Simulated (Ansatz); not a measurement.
# Phonons of Os (P6_3/mmc, 2 atoms in the cell) against volume, part 2 of 2

Wanted: Grüneisen parameters and pressure coefficients of the modes of Os (P6_3/mmc, 2 atoms in the cell).

Ansatz 0.2.0; DFT LDA, scalar-relativistic, plane waves, PAW; PAW set soft_1.

So far, highest optical mode at the zone centre (no LO-TO term) (cm⁻¹): step 5 (zone-centre response at rest) 229.

## 6. A member of the series: 1.06 times the volume at rest

The cell is set to 1.06 times the volume at rest, and shape and atoms relax at that volume.

Input file input.yaml:

```yaml
crystal:
  lattice:
    - [2.7704022163, 0.0, 0.0]
    - [-1.3852011082, 2.399238698, 0.0]
    - [0.0, 0.0, 4.3690473352]
  atoms:
    - { symbol: Os, position: [0.3333333333, 0.6666666667, 0.25] }
    - { symbol: Os, position: [0.6666666667, 0.3333333333, 0.75] }
kpoints:
  mp_grid: { grid: [18, 18, 12] }
hamiltonian:
  xc: lda
  pseudopotentials: { kind: paw, azcp: { folder: soft_1 }, xc_functional: pbe }
scf:
  occupations: { method: methfessel_paxton, width: 0.2 }
output:
  forces: true
  stress: true
  eigenvalues: true
relax:
  adjacent_minimum: "off"
  f_tol: 0.001
  max_steps: 60
  cell: { stress_tol: 0.01, fix: [volume] }
```

Command:

```console
$ ansatz run input.yaml --threads 4 --pin off --max-ram 10240MiB --backend cpu --events-out ev --progress --plain --runs-dir out
```

Numbers of over 12 decimals in the logs are rounded to 6 here.

What it wrote:

```text
[...]
Crystal: 2 atoms, lattice volume = 29.040 Å³
Basis set: ecut = 420 eV, 579 PW (Γ)
Bands: 20, of which v1, the nominal top of the filled ones, is band 16 counted from 1 (15 counted from 0)
Symmetry: 24 space group operations
[...]
k-points: 259 of 3888
[...]
k-point 258: bands = [... 12 lower, 21.2384, 21.2384, 23.2195, 23.2195, 26.0284, 26.0284, 32.5225, 32.5225]
--- Relaxed structure (3 steps of the walk, 2 accepted, 1 SCFs on fresh bases) ---
[...]
cell:  # Å, volume = 29.0404 Å³
    - [2.771407, 2.887792687451694e-11, 0]
    - [-1.385703, 2.400108, 0]
    - [0, 0, 4.365881]
  atoms:
    - { symbol: Os, position: [0.333333, 0.666667, 0.25] }
    - { symbol: Os, position: [0.666667, 0.333333, 0.75] }
[key lines of the parts left out:]
SCF converged after 5 iterations
Free energy (F): -22238.947254 eV
Fermi energy:    24.502714 eV
P = ⅓ Tr σ = -22.7467 GPa (-227.467 kbar)
```

Wall time 7.8 s (4 threads of Arm Neoverse V1, shared host); peak memory 0.42 GiB.

Little changed from the start: no atom moved by 0.005 Å and no cell edge by 0.1 %.

Numbers from this step:

```yaml
pressure: -22.75 GPa
volume_per_atom: 14.52 Å³
```

The forces vanish by symmetry, at a pressure of -22.75 GPa.

## 7. Zone-centre modes of the member: 1.06 times the volume at rest

The zone-centre modes follow for 1.06 times the volume at rest.

input.yaml, the sections that differ from step 6:

```yaml
crystal:
  lattice:
    - [2.7714065665, 0.0, 0.0]
    - [-1.3857032833, 2.4001084908, 0.0]
    - [0.0, 0.0, 4.3658812471]
  atoms:
    - { symbol: Os, position: [0.3333333333, 0.6666666667, 0.25] }
    - { symbol: Os, position: [0.6666666667, 0.3333333333, 0.75] }
output:
  eigenvalues: true
phonons:
  method: dfpt
# kpoints, hamiltonian, scf: as in step 6
# relax: removed
```

What it wrote:

```text
[...]
Crystal: 2 atoms, lattice volume = 29.040 Å³
Basis set: ecut = 420 eV, 579 PW (Γ), exchange–correlation on 40×40×60 points (8 copies of the dense FFT grid, shifted against one another)
Bands: 20, of which v1, the nominal top of the filled ones, is band 16 counted from 1 (15 counted from 0)
Symmetry: 24 space group operations
k-points: 637 of 3888 (irreducible under 4 space group operations, time reversal used)
[...]
SCF iter   1: F=—  HF=-22239.304481 eV  |F-HF|=—  |Δ(HF+E_count)|=         —  Δρ=6.02e-2  dr2=9.18e-1  ethr=3.10e-3  ⟨swp⟩=5.0  Hψ=115257  notcnv=0  defer=34
[...]
SCF iter   9: F=-22238.947254 eV  HF=-22238.947254 eV  |F-HF|=7.28e-12  |Δ(HF+E_count)|=  1.46e-11  S|Δr|=    0.00e0  Δρ=4.38e-8  dr2=3.23e-13  ethr=1.00e-12  ⟨swp⟩=5.0  Hψ=52278  notcnv=0
SCF 1 converged in 9 iterations: F = -22238.947254 eV  dr2 = 3.23e-13
[...]
SCF converged after 9 iterations
[...]
Free energy (F): -22238.947254 eV
[...]
Internal energy: -22238.947280 eV  (E = F + TS)
E sigma→0 (E₀):  -22238.947261 eV
Entropy (-TS):   0.000026 eV (0.013 meV/atom)
Fermi energy:    24.502714 eV
[...]
--- Band table (eV; the first three rows and the last of 637) ---
  k-point 0: bands = [... 12 lower, 21.8710, 22.4004, 22.4004, 22.9921, 22.9921, 24.6164, 26.1053, 26.1053, ... 4 higher]
  k-point 1: bands = [... 12 lower, 21.8220, 22.3444, 22.3444, 23.1246, 23.1246, 24.3195, 26.1172, 26.1172, ... 4 higher]
  k-point 2: bands = [... 12 lower, 21.6847, 22.1931, 22.1931, 23.4600, 23.4600, 23.5874, 26.1313, 26.1313, ... 4 higher]
  k-point 636: bands = [... 12 lower, 21.2498, 21.2498, 22.9564, 22.9564, 26.6426, 26.6426, 29.1114, 29.1114, ... 4 higher]
[...]
ASR residual: 4.482e-5 → 0.000e0 eV/Å²; symmetrization residual: 8.088e-10 eV/Å²
  ASR residual per site (eV/Å²): 4.48e-5 4.48e-5
  Γ frequencies (cm⁻¹): 0.00 0.00 0.00 155.04 155.04 194.53
[...]
```

The job ended after 25 s (4 threads; peak memory 1.3 GiB).

This step gave:

```yaml
sum_rule_residual_before_enforcement: 4.48e-5 eV/Å²
highest_optical_mode_at_the_zone_centre_no_lo_to_term: 194.5 cm⁻¹
lowest_optical_zone_centre_mode: 155.0 cm⁻¹
```

Patterns of degenerate modes are one choice out of their space. Modes at Γ:

| mode | frequency (cm⁻¹) | symmetry |
| --- | --- | --- |
| 1 | 0.0 | acoustic |
| 2 | 0.0 | acoustic |
| 3 | 0.0 | acoustic |
| 4 | 155.0 | E2g |
| 5 | 155.0 | E2g |
| 6 | 194.5 | B1g |

Displacements in mode 5 (155.0 cm⁻¹), the largest set to 1:
```
Os1  1.00  0.00  0.00
Os2 -1.00  0.00  0.00
```

Displacements in mode 6 (194.5 cm⁻¹), the largest set to 1:
```
Os1  0.00  0.00  1.00
Os2  0.00  0.00 -1.00
```

The lowest optical mode is real, 155 cm⁻¹, and the highest lies at 194.5 cm⁻¹.

Between step 5 and this run (volume ratio 1.06) the value for the highest optical mode at the zone centre (no LO-TO term) moves from 229 cm⁻¹ to 195 cm⁻¹ (-15 %).

## 8. Relaxation of a member: 0.9 times the volume at rest

The cell is set to 0.9 times the volume at rest, and shape and atoms relax at that volume.

input.yaml, the sections that differ from step 7:

```yaml
crystal:
  lattice:
    - [2.618325729, 0.0, 0.0]
    - [-1.3091628645, 2.2675365967, 0.0]
    - [0.0, 0.0, 4.1529977843]
  atoms:
    - { symbol: Os, position: [0.3333333333, 0.6666666667, 0.25] }
    - { symbol: Os, position: [0.6666666667, 0.3333333333, 0.75] }
output:
  forces: true
  stress: true
  eigenvalues: true
relax:
  adjacent_minimum: "off"
  f_tol: 0.001
  max_steps: 60
  cell: { stress_tol: 0.01, fix: [volume] }
# kpoints, hamiltonian, scf: as in step 7
# phonons: removed
```

What it wrote:

```text
[...]
Crystal: 2 atoms, lattice volume = 24.657 Å³
Basis set: ecut = 420 eV, 487 PW (Γ)
Bands: 20, of which v1, the nominal top of the filled ones, is band 16 counted from 1 (15 counted from 0)
Symmetry: 24 space group operations
[...]
k-points: 259 of 3888
[...]
k-point 258: bands = [... 12 lower, 25.9015, 25.9015, 28.1056, 28.1056, 31.7794, 31.7794, 39.5337, 39.5337]
--- Relaxed structure (3 steps of the walk, 2 accepted, 1 SCFs on fresh bases) ---
[...]
cell:  # Å, volume = 24.6570 Å³
    - [2.617572, 0.0, 0.0]
    - [-1.308786, 2.266884, 0.0]
    - [0.0, 0.0, 4.155388]
  atoms:
    - { symbol: Os, position: [0.333333, 0.666667, 0.25] }
    - { symbol: Os, position: [0.666667, 0.333333, 0.750000] }
[key lines of the parts left out:]
SCF converged after 4 iterations
Free energy (F): -22238.602001 eV
Fermi energy:    29.800981 eV
P = ⅓ Tr σ = 60.5523 GPa (605.523 kbar)
```

Elapsed: 6.4 s, on 4 threads; peak memory 0.4 GiB; 24 s of CPU time.

Little changed from the start: no atom moved by 0.005 Å and no cell edge by 0.1 %.

Numbers from this step:

```yaml
pressure: 60.55 GPa
volume_per_atom: 12.33 Å³
```

The forces vanish by symmetry, at a pressure of 60.55 GPa.

## 9. Modes of this member: 0.9 times the volume at rest

The zone-centre modes follow for 0.9 times the volume at rest.

input.yaml, the sections that differ from step 8:

```yaml
crystal:
  lattice:
    - [2.6175724757, 0.0, 0.0]
    - [-1.3087862379, 2.2668842602, 0.0]
    - [0.0, 0.0, 4.1553883269]
  atoms:
    - { symbol: Os, position: [0.3333333333, 0.6666666667, 0.25] }
    - { symbol: Os, position: [0.6666666667, 0.3333333333, 0.75] }
output:
  eigenvalues: true
phonons:
  method: dfpt
# kpoints, hamiltonian, scf: as in step 8
# relax: removed
```

What it wrote:

```text
[...]
Crystal: 2 atoms, lattice volume = 24.657 Å³
Basis set: ecut = 420 eV, 487 PW (Γ), exchange–correlation on 36×36×60 points (8 copies of the dense FFT grid, shifted against one another)
Bands: 20, of which v1, the nominal top of the filled ones, is band 16 counted from 1 (15 counted from 0)
Symmetry: 24 space group operations
k-points: 637 of 3888 (irreducible under 4 space group operations, time reversal used)
[...]
k-point 2: bands = [... 12 lower, 26.1304, 26.8687, 26.8687, 28.5417, 28.5417, 28.8347, 31.8848, 31.8848, ... 4 higher]
  k-point 636: bands = [... 12 lower, 25.8663, 25.8663, 27.8000, 27.8000, 32.6047, 32.6047, 35.6449, 35.6449, ... 4 higher]
[...]
ASR residual: 2.991e-5 → 0.000e0 eV/Å²; symmetrization residual: 9.348e-10 eV/Å²
  ASR residual per site (eV/Å²): 2.99e-5 2.99e-5
  Γ frequencies (cm⁻¹): 0.00 0.00 0.00 193.47 193.47 293.11
[...]
[key lines of the parts left out:]
SCF converged after 8 iterations
Free energy (F): -22238.602002 eV
Fermi energy:    29.800981 eV
```

Wall time 21 s (4 threads); peak memory 1.2 GiB.

This step gave:

- sum-rule residual before enforcement: 2.99e-5 eV/Å²
- highest optical mode at the zone centre (no LO-TO term): 293.1 cm⁻¹
- lowest optical zone-centre mode: 193.5 cm⁻¹

Patterns of degenerate modes are one choice out of their space. Modes at Γ:

| mode | frequency (cm⁻¹) | symmetry |
| --- | --- | --- |
| 1 | 0.0 | acoustic |
| 2 | 0.0 | acoustic |
| 3 | 0.0 | acoustic |
| 4 | 193.5 | E2g |
| 5 | 193.5 | E2g |
| 6 | 293.1 | B1g |

The lowest optical mode is real, 193 cm⁻¹, and the highest lies at 293.1 cm⁻¹.

For the highest optical mode at the zone centre (no LO-TO term), step 5 gave 229 cm⁻¹; this run, with volume ratio 0.9, gives 293 cm⁻¹ (+28 %).

## 10. All members side by side

The members are set side by side, also those not shown above.

Each row is one cell with its response, relaxed at fixed volume as far as symmetry leaves anything free; energies are extrapolated to zero smearing, and E0 is that at rest; shape and atoms are relaxed in each cell where symmetry leaves them free; all runs use 18×18×12 k points and Methfessel-Paxton smearing of 0.2 eV. State of the crystal along the series:

| volume ratio | V (Å³/atom) | pressure (GPa) | E - E0 (meV/atom) | first cell vector (Å) | third cell vector (Å) |
| --- | --- | --- | --- | --- | --- |
| 0.9 | 12.33 | 60.55 | 234.4 | 2.618 | 4.155 |
| 0.92 | 12.6 | 45.53 | 143.9 | 2.638 | 4.184 |
| 0.94 | 12.88 | 32.13 | 77.71 | 2.657 | 4.211 |
| 0.96 | 13.15 | 20.18 | 33.18 | 2.677 | 4.238 |
| 0.98 | 13.42 | 9.51 | 7.973 | 2.696 | 4.265 |
| 0.99 | 13.56 | 4.619 | 1.955 | 2.706 | 4.278 |
| 1 | 13.7 | -8.35e-4 | 0 | 2.715 | 4.291 |
| 1.02 | 13.97 | -8.478 | 7.393 | 2.734 | 4.316 |
| 1.04 | 14.25 | -16.03 | 28.48 | 2.753 | 4.341 |
| 1.06 | 14.52 | -22.75 | 61.75 | 2.771 | 4.366 |

Each mode is tracked from rest by its pattern, and modes that stay within 0.3 cm⁻¹ of each other stand once; shape and atoms are relaxed in each cell where symmetry leaves them free; all runs use 18×18×12 k points and Methfessel-Paxton smearing of 0.2 eV. Optical modes along the series:

| V (Å³/atom) | mode 4 E2g (cm⁻¹) | mode 6 B1g (cm⁻¹) |
| --- | --- | --- |
| 12.33 | 193.5 | 293.1 |
| 12.6 | 188.3 | 279.4 |
| 12.88 | 183.2 | 266.1 |
| 13.15 | 178.2 | 253.3 |
| 13.42 | 173.3 | 240.9 |
| 13.56 | 170.9 | 234.8 |
| 13.7 | 168.5 | 228.8 |
| 13.97 | 163.9 | 217.1 |
| 14.25 | 159.4 | 205.7 |
| 14.52 | 155 | 194.5 |

From cubic fits (parabolas where under five rows exist) of ln ω and P against ln V through the rows within about 4 % of rest: γ = −d ln ω / d ln V and dω/dP = γ ω / B. Slopes at rest:

| mode | fitted frequency at rest (cm⁻¹) | Grüneisen parameter γ | dω/dP (cm⁻¹/GPa) |
| --- | --- | --- | --- |
| mode 4 E2g | 168.5 | 1.39 | 0.52 |
| mode 6 B1g | 228.8 | 2.6 | 1.32 |

## 11. Summary of results

```yaml
members: 10
highest_optical_mode_at_the_zone_centre_no_lo_to_term_at_rest: 228.8 cm⁻¹
bulk_modulus_at_rest: 449 GPa
mode_4_e2g_gamma: 1.39
mode_6_b1g_gamma: 2.60
```

In words: The series spans -22.7 to 60.6 GPa, and the slope at rest gives a bulk modulus of 449 GPa. Among the modes in the table of slopes γ runs from 1.39 (mode 4 E2g) to 2.60 (mode 6 B1g). One k mesh and one cutoff serve the ground states and modes of all volumes. These are harmonic frequencies at zero temperature: anharmonic shifts, linewidths and thermal expansion are left out. Spin-orbit coupling is left out, which can matter for the heavy elements here. With no gap, or one that is small against the smearing, the frequencies hang on the k mesh and the smearing, most of all near Kohn anomalies. The PAW files were made for PBE; the program adapts parts of them to the functional of the run, but their partial waves stay those of PBE, an approximation that was not tested in this session. Only the zone centre was solved, so an instability at another wavevector cannot show here.

[Logs are printed without paths, hosts, clocks, repeated set-up lines and the standing remarks that a program may print on its own settings, such as how far it seeks lower states.]

[Hosts, paths, dates, database ids (printed as entryN), source tags and the programs' standing remarks are cut or masked in the printed files.]
